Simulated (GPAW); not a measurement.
## C/Cu(110): work function by functional and basis

Wanted: work functions and dipole of C/Cu(110), with the cost of each level.

Method: GPAW, PAW setups; slab in vacuum, relaxation, in the first sound run; inputs show where later runs differ, in GPAW 26.7.0.

## 1. The starting structure

The cell holds 6 atoms: 5 Cu and 1 C. Cell: a = 3.610 Å, b = 2.553 Å, c = 24.139 Å, α = 90.0°, β = 90.0°, γ = 90.0°. Vacuum lies along c.

## 2. Relaxation

Forces are removed first; all later runs use this geometry. The lowest 3 atoms are held at bulk positions and keep their forces.

Contents of run.py:

```python
import json
import numpy as np
from ase import Atoms
from ase.constraints import FixAtoms
from ase.optimize import BFGS
from gpaw import GPAW, PW

slab = Atoms(
    ['Cu', 'Cu', 'Cu', 'Cu', 'Cu', 'C'],
    positions=[
        [0.00000, 0.00000, 9.00000],
        [1.80500, 1.27633, 10.27633],
        [0.00000, 0.00000, 11.55266],
        [1.80500, 1.27633, 12.82898],
        [0.00000, 0.00000, 14.10531],
        [1.80500, 0.00000, 15.13893]],
    cell=[[3.61, 0.0, 0.0], [0.0, 2.55266, 0.0], [0.0, 0.0, 24.13893]],
    pbc=[True, True, False])

slab.calc = GPAW(mode=PW(500), xc='PBE', kpts={'size': (9, 12, 1), 'gamma': True},
                 occupations={'name': 'fermi-dirac', 'width': 0.1}, nbands='160%',
                 convergence={'density': 1e-05}, maxiter=200,
                 poissonsolver={'dipolelayer': 'xy'},
                 symmetry={'tolerance': 1e-3, 'extra_ids': [1, 1, 1, 0, 0, 0]}, txt='slab.txt')
result = {}
slab.set_constraint(FixAtoms([0, 1, 2]))
path = []
opt = BFGS(slab, maxstep=0.2)
opt.attach(lambda: path.append((slab.get_potential_energy(), slab.positions.tolist(), slab.get_forces().tolist())))
result['relaxed'] = bool(opt.run(fmax=0.03, steps=40))
result['path'] = path
energy = slab.get_potential_energy()
fermi = slab.calc.get_fermi_level()
v = slab.calc.get_electrostatic_potential().mean((0, 1)) - fermi
n = slab.calc.get_pseudo_density().mean((0, 1))
L = slab.cell[2, 2]
z = np.arange(len(v)) * L / len(v)
low, high = slab.positions[:, 2].min(), slab.positions[:, 2].max()
below, above = np.interp([low - 6.8, high + 6.8], z, v)
slopes = [np.interp(x, z, np.gradient(v, z)) for x in (low - 6.8, high + 6.8)]
eps = np.array([[slab.calc.get_eigenvalues(k, s) for k in range(len(slab.calc.get_ibz_k_points()))]
                for s in range(slab.calc.get_number_of_spins())]) - fermi
top, bottom = eps[eps < 0].max(), eps[eps > 0].min()
dipole = slab.get_dipole_moment()[2]
print(f'energy {energy:.4f} eV, Fermi level {fermi:.4f} eV, dipole {dipole:.5f} e A')
print(f'potential 6.8 A off the faces, from the Fermi level: lower {below:.4f} eV, upper {above:.4f} eV')
print(f'slope of the potential there: lower {slopes[0]:.5f}, upper {slopes[1]:.5f} eV/A')
print(f'nearest levels on the mesh: {top:.4f} and {bottom:.4f} eV')
print('magnetic moment', round(slab.get_magnetic_moment(), 3))
result.update(energy=energy, fermi=fermi, dipole=dipole, below=below, above=above, slopes=slopes, edges=[top, bottom],
              z=z.tolist(), v=v.tolist(), n=n.tolist(), positions=slab.positions.tolist(),
              forces=slab.get_forces(apply_constraint=False).tolist(), moments=slab.get_magnetic_moments().tolist())
json.dump(result, open('result.json', 'w'))
```

Run with:

```
$ OMP_NUM_THREADS=1 OPENBLAS_NUM_THREADS=1 python run.py
```

The log of the run:

```text
Step          Energy          fmax
BFGS:    0      -22.010782        1.996241
BFGS:    1      -22.113380        1.915502
BFGS:    2      -22.640191        1.242597
BFGS:    3      -22.925218        0.737103
BFGS:    4      -22.956139        0.795695
BFGS:    5      -22.988516        0.186811
BFGS:    6      -22.989383        0.199884
BFGS:    7      -22.991896        0.180830
BFGS:    8      -22.993794        0.101188
BFGS:    9      -22.994568        0.080065
BFGS:   10      -22.994890        0.079594
BFGS:   11      -22.995166        0.073840
BFGS:   12      -22.995687        0.097823
BFGS:   13      -22.996522        0.113679
BFGS:   14      -22.997604        0.097794
BFGS:   15      -22.998568        0.029165
energy -22.9572 eV, Fermi level -1.0431 eV, dipole -0.05812 e A
potential 6.8 A off the faces, from the Fermi level: lower 4.3918 eV, upper 5.5345 eV
slope of the potential there: lower 0.00023, upper 0.00012 eV/A
nearest levels on the mesh: -0.0109 and 0.0194 eV
magnetic moment 0.0
```

Run time: 48 min. Hardware: 1 thread of Arm Neoverse V2, shared host; peak memory 0.4 GiB.

Step by step:

| step | energy less that of the first step (eV) | largest force (eV/Å) |
| --- | --- | --- |
| 1 | 0.0000 | 1.9962 |
| 2 | -0.1030 | 1.9155 |
| 3 | -0.6320 | 1.2426 |
| 4 | -0.9149 | 0.7371 |
| 5 | -0.9480 | 0.7957 |
| 6 | -0.9794 | 0.1868 |
| 7 | -0.9803 | 0.1999 |
| 8 | -0.9829 | 0.1808 |
| 9 | -0.9847 | 0.1012 |
| 10 | -0.9854 | 0.0801 |
| 11 | -0.9857 | 0.0796 |
| 12 | -0.9859 | 0.0738 |
| 13 | -0.9864 | 0.0978 |
| 14 | -0.9871 | 0.1137 |
| 15 | -0.9881 | 0.0978 |
| 16 | -0.9891 | 0.0292 |

The atoms that moved most (Å):

| atom | dx | dy | dz | length |
| --- | --- | --- | --- | --- |
| C6 | 0.000 | 0.000 | -0.620 | 0.620 |
| Cu5 | 0.000 | 0.000 | 0.384 | 0.384 |
| Cu4 | 0.000 | 0.000 | 0.069 | 0.069 |

The relaxed structure:

```cif
data_structure
_symmetry_space_group_name_H-M 'P 1'
_symmetry_Int_Tables_number 1
_cell_length_a 3.6100
_cell_length_b 2.5527
_cell_length_c 24.1389
_cell_angle_alpha 90.000
_cell_angle_beta 90.000
_cell_angle_gamma 90.000
_cell_volume 222.44
loop_
_atom_site_label
_atom_site_type_symbol
_atom_site_fract_x
_atom_site_fract_y
_atom_site_fract_z
_atom_site_occupancy
Cu1 Cu 0.00000 0.00000 0.37284 1
Cu2 Cu 0.50000 0.50000 0.42572 1
Cu3 Cu 0.00000 0.00000 0.47859 1
Cu4 Cu 0.50000 0.50000 0.53431 1
Cu5 Cu 0.00000 0.00000 0.60024 1
C6 C 0.50000 0.00000 0.60146 1
```

This step gave:

```
dipole along the normal                    : -0.05812 e·Å
levels nearest the Fermi level on the mesh : -0.01089, 0.01944 eV from the Fermi level
upper work function                        : 5.535 eV
lower work function                        : 4.392 eV
```

The electrostatic potential energy of an electron (without an applied field's), less the Fermi level, planar mean oscillates, so the rows of the table below give means over windows of 1.35 Å about each position, cut where the curve ends. Its maxima inside the range that stand out by 2 % of the span (Å: eV): 9.7: -5.02, 10.9: -5.21, 12.3: -4.63, 13.6: -2.80. Its minima: 9.0: -10.4, 10.2: -11.0, 11.6: -11.0, 12.8: -11.0, 14.5: -21.8.

The electrostatic potential energy of an electron (without an applied field's), less the Fermi level, planar mean by z; means over each step:

| z (Å) | electrostatic potential energy of an electron (without an applied field's), less the Fermi level, planar mean (eV) |
| --- | --- |
| 0.68 | 4.47 |
| 2.03 | 4.39 |
| 3.38 | 4.39 |
| 4.73 | 4.39 |
| 6.08 | 4.37 |
| 7.43 | 3.67 |
| 8.78 | -5.62 |
| 10.13 | -7.89 |
| 11.48 | -7.82 |
| 12.83 | -7.49 |
| 14.18 | -11.7 |
| 15.53 | 1.14 |
| 16.88 | 5.45 |
| 18.23 | 5.53 |
| 19.58 | 5.53 |
| 20.93 | 5.53 |
| 22.28 | 5.53 |
| 23.63 | 5.48 |

The pseudo valence density, planar mean oscillates, so the rows of the table below give means over windows of 1 Å about each position, cut where the curve ends. Its maxima inside the range that stand out by 2 % of the span (Å: e/Å³): 9.1: 1.48, 10.2: 1.55, 11.6: 1.55, 12.9: 1.52, 14.5: 1.82. Its minima: 9.7: 0.460, 11.0: 0.487, 12.2: 0.420, 13.5: 0.378.

Pseudo valence density, planar mean against z; means over each step:

z (Å), pseudo valence density, planar mean (e/Å³) and a bar:
```
        5       0.00 
        6       0.00 
        7       0.01 
        8       0.11 ###
        9       1.00 ##############################
       10       0.96 #############################
       11       0.82 #########################
       12       0.82 #########################
       13       0.99 ##############################
       14       0.87 ##########################
       15       0.77 #######################
       16       0.04 #
       17       0.00 
       18       0.00
```

The relaxation lowered the energy of the cell by 0.989 eV (energies extrapolated to zero smearing; the optimiser's log prints free energies). The largest force left on a free atom is 0.029 eV/Å.

## 3. The slab's potential

The work function is the vacuum plateau of the electrostatic potential less the Fermi level; a dipole layer lets the two faces have plateaus of their own.

This step: GPAW, PAW setups; slab in vacuum (GPAW 26.7.0).

Edit run.py of step 2 so:

```diff
@@ -3,4 +3,2 @@
 from ase import Atoms
-from ase.constraints import FixAtoms
-from ase.optimize import BFGS
 from gpaw import GPAW, PW
@@ -13,5 +11,5 @@
         [0.00000, 0.00000, 11.55266],
-        [1.80500, 1.27633, 12.82898],
-        [0.00000, 0.00000, 14.10531],
-        [1.80500, 0.00000, 15.13893]],
+        [1.80500, 1.27633, 12.89760],
+        [0.00000, -0.00000, 14.48918],
+        [1.80500, -0.00000, 14.51861]],
     cell=[[3.61, 0.0, 0.0], [0.0, 2.55266, 0.0], [0.0, 0.0, 24.13893]],
@@ -23,10 +21,4 @@
                  poissonsolver={'dipolelayer': 'xy'},
-                 symmetry={'tolerance': 1e-3, 'extra_ids': [1, 1, 1, 0, 0, 0]}, txt='slab.txt')
+                 symmetry={'tolerance': 1e-3}, txt='slab.txt')
 result = {}
-slab.set_constraint(FixAtoms([0, 1, 2]))
-path = []
-opt = BFGS(slab, maxstep=0.2)
-opt.attach(lambda: path.append((slab.get_potential_energy(), slab.positions.tolist(), slab.get_forces().tolist())))
-result['relaxed'] = bool(opt.run(fmax=0.03, steps=40))
-result['path'] = path
 energy = slab.get_potential_energy()
```

The log of the run:

```text
energy -22.9572 eV, Fermi level -1.0430 eV, dipole -0.05806 e A
potential 6.8 A off the faces, from the Fermi level: lower 4.3914 eV, upper 5.5345 eV
slope of the potential there: lower 0.00023, upper 0.00013 eV/A
nearest levels on the mesh: -0.0109 and 0.0194 eV
magnetic moment 0.0
```

Wall time 4.1 min (1 thread); peak memory 0.39 GiB.

This step gave:

```
dipole along the normal                    : -0.05806 e·Å
levels nearest the Fermi level on the mesh : -0.01090, 0.01944 eV from the Fermi level
upper work function                        : 5.534 eV
lower work function                        : 4.391 eV
```

The electrostatic potential energy of an electron (without an applied field's), less the Fermi level, planar mean oscillates, so the rows of the table below give means over windows of 1.35 Å about each position, cut where the curve ends. Its maxima inside the range that stand out by 2 % of the span (Å: eV): 9.7: -5.02, 10.9: -5.21, 12.3: -4.63, 13.6: -2.80. Its minima: 9.0: -10.4, 10.2: -11.0, 11.6: -11.0, 12.8: -11.0, 14.5: -21.8.

Electrostatic potential energy of an electron (without an applied field's), less the Fermi level, planar mean against z; means over each step:

(Unchanged from step 2.)

The pseudo valence density, planar mean oscillates, so the rows of the table below give means over windows of 1 Å about each position, cut where the curve ends. Its maxima inside the range that stand out by 2 % of the span (Å: e/Å³): 9.1: 1.48, 10.2: 1.55, 11.6: 1.55, 12.9: 1.52, 14.5: 1.82. Its minima: 9.7: 0.460, 11.0: 0.487, 12.2: 0.420, 13.5: 0.378.

Table of pseudo valence density, planar mean by z; means over each step:

z (Å), pseudo valence density, planar mean (e/Å³) and a bar:
```
        5       0.00 
        6       0.00 
        7       0.01 
        8       0.11 ###
        9       1.00 ##############################
       10       0.96 #############################
       11       0.82 #########################
       12       0.82 #########################
       13       0.99 ##############################
       14       0.87 ##########################
       15       0.77 #######################
       16       0.04 #
       17       0.00 
       18       0.00
```

Force by atom:

| atom | x (eV/Å) | y (eV/Å) | z (eV/Å) | size |
| --- | --- | --- | --- | --- |
| Cu1 | 0.000 | 0.000 | 0.235 | 0.235 |
| Cu2 | 0.000 | 0.000 | -0.279 | 0.279 |
| Cu3 | 0.000 | 0.000 | 0.033 | 0.033 |
| Cu4 | 0.000 | 0.000 | 0.028 | 0.028 |
| Cu5 | 0.000 | 0.000 | 0.009 | 0.009 |
| C6 | 0.000 | 0.000 | -0.030 | 0.030 |

The potential is flat to 2.3e-4 eV/Å where it is read, so the vacuum is wide enough.

## 4. Self-consistent run: xc = "LDA"

The same geometry under LDA, to see how far the functional moves the levels against the vacuum.

Edit run.py of step 3 so:

```diff
@@ -17,3 +17,3 @@
 
-slab.calc = GPAW(mode=PW(500), xc='PBE', kpts={'size': (9, 12, 1), 'gamma': True},
+slab.calc = GPAW(mode=PW(500), xc='LDA', kpts={'size': (9, 12, 1), 'gamma': True},
                  occupations={'name': 'fermi-dirac', 'width': 0.1}, nbands='160%',
```

The log of the run:

```text
energy -28.2174 eV, Fermi level -1.4272 eV, dipole -0.05948 e A
potential 6.8 A off the faces, from the Fermi level: lower 4.7465 eV, upper 5.9178 eV
slope of the potential there: lower 0.00024, upper 0.00004 eV/A
nearest levels on the mesh: -0.0110 and 0.0246 eV
magnetic moment 0.0
```

Wall time 5.9 min (1 thread); peak memory 0.39 GiB.

Numbers from this step:

```yaml
dipole_along_the_normal: -0.05948 e·Å
levels_nearest_the_fermi_level_on_the_mesh: -0.01104, 0.02458 eV from the Fermi level
upper_work_function: 5.918 eV
lower_work_function: 4.746 eV
```

The electrostatic potential energy of an electron (without an applied field's), less the Fermi level, planar mean oscillates, so the rows of the table below give means over windows of 1.35 Å about each position, cut where the curve ends. Its maxima inside the range that stand out by 2 % of the span (Å: eV): 9.7: -4.55, 10.9: -4.73, 12.3: -4.16, 13.6: -2.37. Its minima: 9.0: -10.0, 10.2: -10.6, 11.6: -10.6, 12.8: -10.6, 14.5: -21.5.

Electrostatic potential energy of an electron (without an applied field's), less the Fermi level, planar mean against z; means over each step:

| z (Å) | electrostatic potential energy of an electron (without an applied field's), less the Fermi level, planar mean (eV) |
| --- | --- |
| 0.68 | 4.83 |
| 2.03 | 4.75 |
| 3.38 | 4.75 |
| 4.73 | 4.75 |
| 6.08 | 4.73 |
| 7.43 | 4.04 |
| 8.78 | -5.21 |
| 10.13 | -7.43 |
| 11.48 | -7.37 |
| 12.83 | -7.05 |
| 14.18 | -11.4 |
| 15.53 | 1.50 |
| 16.88 | 5.84 |
| 18.23 | 5.92 |
| 19.58 | 5.92 |
| 20.93 | 5.92 |
| 22.28 | 5.92 |
| 23.63 | 5.86 |

The pseudo valence density, planar mean oscillates, so the rows of the table below give means over windows of 0.5 Å about each position, cut where the curve ends. Its maxima inside the range that stand out by 2 % of the span (Å: e/Å³): 9.08: 1.47, 10.23: 1.54, 11.59: 1.55, 12.94: 1.52, 14.48: 1.82. Its minima: 9.66: 0.463, 11.01: 0.489, 12.17: 0.423, 13.52: 0.380.

The pseudo valence density, planar mean by z; means over each step:

| z (Å) | pseudo valence density, planar mean (e/Å³) |
| --- | --- |
| 5.5 | 1.2e-4 |
| 6.0 | 4.7e-4 |
| 6.5 | 0.00164 |
| 7.0 | 0.00617 |
| 7.5 | 0.0216 |
| 8.0 | 0.0878 |
| 8.5 | 0.477 |
| 9.0 | 1.27 |
| 9.5 | 0.647 |
| 10.0 | 0.994 |
| 10.5 | 1.09 |
| 11.0 | 0.619 |
| 11.5 | 1.29 |
| 12.0 | 0.687 |
| 12.5 | 0.744 |
| 13.0 | 1.22 |
| 13.5 | 0.487 |
| 14.0 | 0.756 |
| 14.5 | 1.53 |
| 15.0 | 0.683 |
| 15.5 | 0.145 |
| 16.0 | 0.0344 |
| 16.5 | 0.00752 |
| 17.0 | 0.00173 |
| 17.5 | 3.9e-4 |
| 18.0 | 8.4e-5 |

Force by atom:

| atom | x (eV/Å) | y (eV/Å) | z (eV/Å) | size |
| --- | --- | --- | --- | --- |
| Cu1 | 0.000 | 0.000 | 0.910 | 0.910 |
| Cu2 | 0.000 | 0.000 | -0.135 | 0.135 |
| Cu3 | 0.000 | 0.000 | -0.085 | 0.085 |
| Cu4 | 0.000 | 0.000 | 0.178 | 0.178 |
| Cu5 | 0.000 | 0.000 | -0.298 | 0.298 |
| C6 | 0.000 | 0.000 | -0.568 | 0.568 |

The upper face's work function is 5.918 eV, against 5.534 eV in the first plane-wave PBE run at this geometry.

## 5. Self-consistent run: xc = "RPBE"

The same geometry under RPBE, to see how far the functional moves the levels against the vacuum.

Edit run.py of step 4 so:

```diff
@@ -17,3 +17,3 @@
 
-slab.calc = GPAW(mode=PW(500), xc='LDA', kpts={'size': (9, 12, 1), 'gamma': True},
+slab.calc = GPAW(mode=PW(500), xc='RPBE', kpts={'size': (9, 12, 1), 'gamma': True},
                  occupations={'name': 'fermi-dirac', 'width': 0.1}, nbands='160%',
```

The log of the run:

```text
energy -20.2642 eV, Fermi level -0.8787 eV, dipole -0.05861 e A
potential 6.8 A off the faces, from the Fermi level: lower 4.2134 eV, upper 5.3673 eV
slope of the potential there: lower 0.00021, upper 0.00013 eV/A
nearest levels on the mesh: -0.0112 and 0.0227 eV
magnetic moment 0.0
```

The job ended after 3.8 min (1 thread; peak memory 0.39 GiB).

Numbers from this step:

| Item | Value |
| --- | --- |
| dipole along the normal | -0.05861 e·Å |
| levels nearest the Fermi level on the mesh | -0.01117, 0.02272 eV from the Fermi level |
| upper work function | 5.367 eV |
| lower work function | 4.213 eV |

The upper face's work function is 5.367 eV, against 5.534 eV in the first plane-wave PBE run at this geometry.

## 6. OptPBE vdW: xc = "optPBE-vdW"

The same geometry under optPBE-vdW, to see how far the functional moves the levels against the vacuum (the van der Waals functionals take revPBE setups).

Edit run.py of step 5 so:

```diff
@@ -17,3 +17,3 @@
 
-slab.calc = GPAW(mode=PW(500), xc='RPBE', kpts={'size': (9, 12, 1), 'gamma': True},
+slab.calc = GPAW(mode=PW(500), xc='optPBE-vdW', kpts={'size': (9, 12, 1), 'gamma': True},
                  occupations={'name': 'fermi-dirac', 'width': 0.1}, nbands='160%',
```

The log of the run:

```text
energy -77.7689 eV, Fermi level -1.1523 eV, dipole -0.05848 e A
potential 6.8 A off the faces, from the Fermi level: lower 4.5568 eV, upper 5.7083 eV
slope of the potential there: lower 0.00020, upper 0.00016 eV/A
nearest levels on the mesh: -0.0147 and 0.0022 eV
magnetic moment 0.0
```

It took 5 min on 1 thread; peak memory 0.57 GiB.

This step gave:

| Quantity | Value |
| --- | --- |
| dipole along the normal | -0.05848 e·Å |
| levels nearest the Fermi level on the mesh | -0.01474, 0.002170 eV from the Fermi level |
| upper work function | 5.708 eV |
| lower work function | 4.557 eV |

The upper face's work function is 5.708 eV, against 5.534 eV in the first plane-wave PBE run at this geometry.

## 7. Self-consistent run: xc = "vdW-DF2"

The same geometry under vdW-DF2, to see how far the functional moves the levels against the vacuum (the van der Waals functionals take revPBE setups).

Edit run.py of step 6 so:

```diff
@@ -17,3 +17,3 @@
 
-slab.calc = GPAW(mode=PW(500), xc='optPBE-vdW', kpts={'size': (9, 12, 1), 'gamma': True},
+slab.calc = GPAW(mode=PW(500), xc='vdW-DF2', kpts={'size': (9, 12, 1), 'gamma': True},
                  occupations={'name': 'fermi-dirac', 'width': 0.1}, nbands='160%',
```

The log of the run:

```text
energy -309.6093 eV, Fermi level -1.2676 eV, dipole -0.05424 e A
potential 6.8 A off the faces, from the Fermi level: lower 4.8022 eV, upper 5.8704 eV
slope of the potential there: lower -0.00009, upper 0.00031 eV/A
nearest levels on the mesh: -0.0248 and 0.0137 eV
magnetic moment 0.0
```

It took 31 min on 1 thread; peak memory 0.58 GiB.

This step gave:

```
dipole along the normal                    : -0.05424 e·Å
levels nearest the Fermi level on the mesh : -0.02478, 0.01366 eV from the Fermi level
upper work function                        : 5.870 eV
lower work function                        : 4.802 eV
```

The electrostatic potential energy of an electron (without an applied field's), less the Fermi level, planar mean oscillates, so the rows of the table below give means over windows of 1.35 Å about each position, cut where the curve ends. Its maxima inside the range that stand out by 2 % of the span (Å: eV): 9.7: -5.15, 10.9: -5.39, 12.3: -4.80, 13.6: -2.98. Its minima: 9.0: -10.4, 10.2: -11.2, 11.6: -11.2, 12.8: -11.2, 14.5: -21.6.

The electrostatic potential energy of an electron (without an applied field's), less the Fermi level, planar mean by z; means over each step:

| z (Å) | electrostatic potential energy of an electron (without an applied field's), less the Fermi level, planar mean (eV) |
| --- | --- |
| 0.68 | 4.88 |
| 2.03 | 4.80 |
| 3.38 | 4.80 |
| 4.73 | 4.80 |
| 6.08 | 4.76 |
| 7.43 | 3.96 |
| 8.78 | -5.59 |
| 10.13 | -8.05 |
| 11.48 | -7.99 |
| 12.83 | -7.66 |
| 14.18 | -11.7 |
| 15.53 | 1.31 |
| 16.88 | 5.76 |
| 18.23 | 5.87 |
| 19.58 | 5.87 |
| 20.93 | 5.87 |
| 22.28 | 5.87 |
| 23.63 | 5.82 |

The upper face's work function is 5.870 eV, against 5.534 eV in the first plane-wave PBE run at this geometry.

(Part 1 of 2 ends here.)

[Logs are printed without paths, hosts, clocks, repeated set-up lines and the standing remarks that a program may print on its own settings, such as how far it seeks lower states.]

[Hosts, paths, dates, database ids (printed as entryN), source tags and the programs' standing remarks are cut or masked in the printed files.]
